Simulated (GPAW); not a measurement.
# A GW chain in GPAW: CsAuBr3 (I4/mmm), part 2 of 2

Aim: the G0W0 gap of CsAuBr3 (I4/mmm) on LDA, step by step.

GPAW 26.7.0; LDA and many-body steps on it, plane waves. Known limits of the many-body steps: not at the basis limit; d shell near the gap, gap tends to lie low; no spin-orbit coupling.

So far. Step 2 (Ground state): The gap is direct, at (0.250, -0.250, 0.250). Step 3 (Empty states on the mesh, 4×4×4 mesh, 1155 bands): On this mesh the gap is 0.881 eV.

## Step 4: Screening and self-energy, 4×4×4 mesh, 188 bands, screening to 39 eV

Now the one-shot GW correction: screening in the RPA, then the self-energy of the levels asked for.

This step: G0W0 on LDA, plane waves, PAW.

run.py reads:

```python
import json
import numpy as np
from gpaw.mpi import world
from gpaw.response.g0w0 import G0W0

gw = G0W0('full.gpw',
    filename='gw',
    kpts=[0, 2],
    bands=(39, 43),
    ecut=39,
    nbands=188,
    integrate_gamma='WS',
    ppa=True)
gw.calculate()
res = {mode: {k: v for k, v in r.items() if k != 'sigma_eskwn'}
       for mode, r in gw.all_results.items()}

if world.rank == 0:
    with open('result.json', 'w') as f:
        json.dump(res, f, default=lambda x: x.tolist())
```

Command:

```
mpirun -n 8 gpaw python run.py
```

Numbers of over 12 decimals in the logs are rounded to 6 here.

What it wrote:

```text
Using integrator: PointIntegrator
FrequencyGridDescriptor(from 0.000+0.000j to 0.000+27.211j eV, 2 points)
Nonperiodic BCs:  [False False False]
Using integrator: PointIntegrator
FrequencyGridDescriptor(from 0.000+0.000j to 0.000+27.211j eV, 2 points)
Nonperiodic BCs:  [False False False]
  ___  _ _ _
 |   || | | |
 | | || | | |
 |__ ||_____|
 |___|

BZ k-points: Symmetries present (total): 16

  [... matrices ...]
64 k-points: 4 x 4 x 4 Monkhorst-Pack grid + [1/8,1/8,1/8]
13 k-points in the irreducible part of the Brillouin zone
       k-points in crystal coordinates                weights
   0:     0.00000000    0.00000000    0.00000000          1/64
   1:     0.25000000   -0.25000000    0.00000000          4/64
   2:     0.25000000   -0.25000000    0.25000000          4/64
   3:     0.25000000    0.00000000    0.00000000          8/64
   4:     0.25000000    0.25000000   -0.25000000          2/64
   5:     0.25000000    0.25000000    0.25000000          2/64
   6:     0.50000000    0.00000000    0.25000000          8/64
   7:     0.50000000    0.00000000    0.50000000          4/64
   8:     0.50000000    0.25000000    0.25000000         16/64
   9:     0.50000000    0.25000000    0.50000000          8/64
          ...
  12:     0.50000000    0.50000000    0.50000000          1/64

Distributing spins, k-points and bands (1 x 2 x 4) over 8 processes
Number of blocks: 1

Quasi particle states:
k-points (IBZ indices): [0, 2]
Band range: (39, 43)
  [... matrices ...]
Computational parameters:
Plane wave cut-off: 39 eV
Number of bands: 188
Coulomb cutoff: None
Broadening: 0.1 eV

fxc modes: GW
Kernel: RPA
Using Godby-Needs plasmon-pole approximation:
  Fitting energy: i*E0, E0 = 1.000 Hartree
Summing all q:

Calculating screened Coulomb potential
No Coulomb truncation
FrequencyGridDescriptor(from 0.000+0.000j to 0.000+27.211j eV, 2 points)
Removing empty qpoint cache files...

Calculating chi0 body with:
    Ground state adapter containing:
    Number of spins: 1
    Number of kpoints: 64
    Number of irreducible kpoints: 13
    Number of completely occupied states: 41
    Number of partially occupied states: 41
    Occupied states memory: 40.0390625 M / cpu

    Linear response parametrization:
    q_c: [0.0, 0.0, 0.0]
    Number of frequency points: 2
    Planewave cutoff: 39.0
    Number of bands: 188
    Number of planewaves: 177
    Broadening (eta): 1e-06
    comm.size: 8
    kncomm.size: 8
    blockcomm.size: 1

    Memory estimate of potentially large arrays:
        chi0_wGG: 0.956085 M / cpu
Integrating chi0 body.

Symmetries of q_c:
    Direct symmetries (Uq -> q): 16
    Indirect symmetries (TUq -> q): 0
In total 16 allowed symmetries.

  [... matrices ...]
13 groups of equivalent kpoints. 79.6875% reduction.

Integral kind: response function
Integrating chi0 head and wings.

Symmetries of q_c:
    Direct symmetries (Uq -> q): 16
    Indirect symmetries (TUq -> q): 0
In total 16 allowed symmetries.

  [... matrices ...]
13 groups of equivalent kpoints. 79.6875% reduction.

Integral kind: response function wings

Calculating chi0 body with:
    Ground state adapter containing:
    Number of spins: 1
    Number of kpoints: 64
    Number of irreducible kpoints: 13
    Number of completely occupied states: 41
    Number of partially occupied states: 41
    Occupied states memory: 40.0390625 M / cpu

    Linear response parametrization:
[... the further q-points ...]

Results:
f:      Occupation numbers
eps:     KS-eigenvalues [eV]
vxc:     KS vxc [eV]
exx:     Exact exchange [eV]
sigma:   Self-energies [eV]
dsigma:  Self-energy derivatives
Z:       Renormalization factors
qp:      QP-energies [eV]

k-point 0 (0): (0.000, 0.000, 0.000)                GW
band       f     eps     vxc     exx   sigma  dsigma       Z      qp
                                                                   GW
  39   1.000   1.667 -18.331 -21.736   3.418  -0.272   0.786   1.678
  40   1.000   1.667 -18.331 -21.736   3.418  -0.272   0.786   1.678
  41   0.000   3.818 -23.384 -19.702  -1.257  -0.274   0.785   5.721
  42   0.000   4.941 -19.196 -14.582  -2.356  -0.241   0.806   6.761

k-point 1 (2): (0.250, -0.250, 0.250)                GW
band       f     eps     vxc     exx   sigma  dsigma       Z      qp
                                                                   GW
  39   1.000   1.568 -18.977 -22.418   3.569  -0.277   0.783   1.667
  40   1.000   2.047 -20.853 -22.145   2.419  -0.267   0.789   2.936
  41   0.000   2.928 -20.906 -17.871  -1.011  -0.256   0.796   4.539
  42   0.000   5.537 -16.461 -11.455  -2.839  -0.238   0.808   7.288
```

Run time: 11 min. Hardware: 8 MPI ranks of Arm Neoverse V1, shared host; peak memory 7.8 GiB.

Numbers from this step:

```
G0W0 gap on the points computed              : 1.603 eV
least direct G0W0 gap on the computed points : 1.603 eV
Z at the valence top                         : 0.7891
Z at the conduction bottom                   : 0.7963
starting gap on the mesh                     : 0.8812 eV
k of the valence top                         : 0.25, -0.25, 0.25
k of the conduction bottom                   : 0.25, -0.25, 0.25
```

The gap on the mesh goes from 0.88 eV to 1.60 eV, a correction of +0.72 eV.

Limits: finite bands, cutoff and mesh; d shell near the gap, gap tends to lie low; no spin-orbit coupling. v1 is the top filled band, c1 the lowest empty one. Levels before and after the correction, in eV, zero at the valence-band top of each column:

|  | conduction bottom | valence top |
| --- | --- | --- |
| Kohn-Sham | 0.88 | 0.00 |
| G0W0 | 1.60 | 0.00 |

|  | level | energy (eV) |
| --- | --- | --- |
| Kohn-Sham | (0.25 -0.25 0.25) v2 | -0.479 |
| Kohn-Sham | (0.25 -0.25 0.25) v1 | 0.000 |
| Kohn-Sham | (0.25 -0.25 0.25) c1 | 0.881 |
| Kohn-Sham | (0.25 -0.25 0.25) c2 | 3.490 |
| G0W0 | (0.25 -0.25 0.25) v2 | -1.268 |
| G0W0 | (0.25 -0.25 0.25) v1 | 0.000 |
| G0W0 | (0.25 -0.25 0.25) c1 | 1.603 |
| G0W0 | (0.25 -0.25 0.25) c2 | 4.352 |

## Step 5: Where the time went

Times are wall times on 8 MPI ranks of Arm Neoverse V1, shared host, good to a factor of about two.

| step | time | share | memory (GiB) |
| --- | --- | --- | --- |
| ground state | 2 min | 5 % | 2.2 |
| empty states on the mesh | 24 min | 64 % | 32 |
| screening and self-energy | 11 min | 30 % | 7.8 |

## Step 6: What came out

| Item | Value |
| --- | --- |
| LDA gap | 0.88 eV, direct |
| G0W0 gap on the mesh | 1.60 eV |
| GW settings | 4×4×4 mesh, 188 bands, screening to 39 eV, Godby-Needs plasmon pole |
| known limits | not at the basis limit; d shell near the gap, gap tends to lie low; no spin-orbit coupling |

What this shows: G0W0 moves the gap on the mesh from 0.88 eV to 1.60 eV (+0.72 eV), with Z of 0.79 and 0.80 at the edges. Only 2 of the mesh's irreducible points were corrected, so a valley elsewhere could overtake. The dearest step here is «empty states on the mesh». Bands and cutoff are finite, so the gap is not at the basis limit. The miss can reach some tenths of an eV and take either sign; the mesh is an error of its own. These stock PAW sets were not made for GW; the filled d or f shell of Br lies in the frozen core, which bears on start and correction. In the G0W0 run levels were corrected at 2 k points alone, so a gap called «on the mesh» is the least over those, and an edge elsewhere would be missed. Mesh or cutoff lie under what a gap needs, so these runs test behaviour and cost; their gaps are not to be quoted. A d shell, filled or nearly so, lies near the gap. One-shot GW converges very slowly in bands there, not always from below, and on a semilocal start the gap tends to come out low; starts rich in exact exchange can overshoot instead. The many-body steps are scalar-relativistic: spin-orbit coupling is not in them.

[Paths, hosts, dates, memory and timing lines, banners, echoed tables and standing remarks are left out of the program output.]

[Logs are printed without paths, hosts, clocks, repeated set-up lines and the standing remarks that a program may print on its own settings, such as how far it seeks lower states.]

[Runs of the session that timed out or met a known fault of the program may be left out.]

[Hosts, paths, dates, database ids (printed as entryN), source tags and the programs' standing remarks are cut or masked in the printed files.]
